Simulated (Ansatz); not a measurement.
# TbPd3: which shell does photoemission see at 21.2 and 100 eV? (LDA)

The valence band of TbPd3 mixes several shells. Work out by hand which one leads the spectrum's area at each photon energy.

Filled states come from the projected DOS of Ansatz 0.2.0 (LDA+U, plane waves); cross sections σ and asymmetry parameters β are those of free atoms in a Dirac–Hartree–Slater calculation. A shell's area is states × σ × angular factor, which is 1 − β·P₂(cos θ)/2 for unpolarised light, with θ = 60° from the beam and P₂ = -0.125.

**At 21.2 eV** (states counted from 11.2 eV below the zero; other shells add 0.077 to the products' sum of 85.1):

| shell | filled states a cell | cross section (Mb an electron) | β | angular factor | product | share by hand (%) | share in the simulated spectrum (%) |
| --- | --- | --- | --- | --- | --- | --- | --- |
| Tb 5d | 2.93 | 2.5 | 0.64 | 1.04 | 7.63 | 9 | 9 |
| Tb 4f | 8.05 | 0.159 | 1.65 | 1.10 | 1.41 | 2 | 2 |
| Pd 4d | 27.99 | 2.72 | -0.03 | 1.00 | 76 | 89 | 89 |

**At 100 eV** (states counted from 24.1 eV below the zero; other shells add 0.36 to the products' sum of 7.39):

| shell | filled states a cell | cross section (Mb an electron) | β | angular factor | product | share by hand (%) | share in the simulated spectrum (%) |
| --- | --- | --- | --- | --- | --- | --- | --- |
| Tb 5d | 2.96 | 0.0145 | 1.97 | 1.12 | 0.0482 | 1 | 1 |
| Tb 4f | 8.05 | 0.722 | 0.36 | 1.02 | 5.94 | 80 | 80 |
| Pd 4d | 28.06 | 0.0335 | 1.72 | 1.11 | 1.04 | 14 | 14 |

Pd 4d leads at 21.2 eV and Tb 4f at 100 eV. Between the two energies σ of Pd 4d changes by a factor 0.012 and that of Tb 4f by 4.6, so their ratio moves 369-fold in favour of the second. The simulated spectrum uses the same rule on the energy-resolved DOS, so the two share columns agree within a few points.

Only crystals where the two columns agree within 4 points and the lead is clear are worked in this form. Free-atom cross sections ignore the solid's final states, no escape depth or background enters, and the count of states a shell hangs on the projection.
